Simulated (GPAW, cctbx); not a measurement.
## Ge2Rh: what bonding does to one electron reflection, worked out

Ge2Rh, P6_422 (no. 181), a = 4.7503 Å, b = 4.7503 Å, c = 7.3578 Å, α = 90.00°, β = 90.00°, γ = 120.00°.

```
atom  mult.       x       y    z
 Rh1      3       0     1/2  1/3
 Ge1      6  0.3382  0.1691  1/3
```

The cell comes from substitution in a known structure type and wasn't matched to any measured phase.

A DFT run (GPAW, PBE, 450 eV, 6×6×3 k-points (along the axes of the calculation cell), Fermi–Dirac width 0.1 eV) gives the static X-ray structure factor of 200 as 28.577 e for the conventional cell; superposed free atoms give 28.894 e. **Problem.** Find the Fourier component V of the crystal potential and the two-beam extinction distance at 120 kV in both cases.

**1. Geometry**

The cell volume is Ω = 143.79 Å³ and d(200) = 2.0569 Å, so g = 1/d = 0.4862 Å⁻¹.

**2. The nuclei**

Electrons feel nuclei as well as electrons, so the nuclear charges are summed with the same phases.

Phase sums Σ exp(2πi h·x), turned so that the total is real and positive: Rh +3.000, Ge -2.997. Then F_Z = 45 × (+3.000) + 32 × (-2.997) = 39.09 e. The electron term has the same sign for this reflection.

**3. Mott–Bethe**

Poisson's equation, term by term, gives V = (e/4πε₀)(F_Z − F)/(πΩg²), with e/4πε₀ = 14.3996 V Å.

The prefactor is 14.3996 × 2.0569²/(π × 143.79) = 0.13487 V per electron. Free atoms: (39.09 − 28.894) × 0.13487 = 1.375 V. Crystal: (39.09 − 28.577) × 0.13487 = 1.417 V. F changes by -1.10 % and V by +3.1 %: the same 0.32 e is measured against F_Z − F = 10.2 e in place of F = 28.9 e.

**4. Extinction distance**

In the two-beam case ξ = 1/(λU) with U = 2γm₀eV/h², that is ξ = 150.41 V Å²/(γλV).

At 120 kV, λ = 0.03349 Å and γ = 1.2348. Free atoms: ξ = 2646 Å. Crystal: ξ = 2566 Å. The thickness fringes go as sin²(πt/ξ), so the two patterns slip by a quarter of a period when t|1/ξ₁ − 1/ξ₀| = 1/4, at t ≈ 2127 nm, thicker than usual samples. Thermal motion, absorption and many-beam coupling, left out here, change a real pattern.

**5. Answer**

V(200) is 1.42 V against 1.37 V, and ξ is 2566 against 2646 Å. Limits: static atoms, two beams.

[Outputs are excerpts: Python notices, other lines and further rows are left out; steps that failed or that the build refused (PBEsol, TPSS) are not shown.]

[Logs are printed without paths, hosts, clocks, repeated set-up lines and the standing remarks that a program may print on its own settings, such as how far it seeks lower states.]
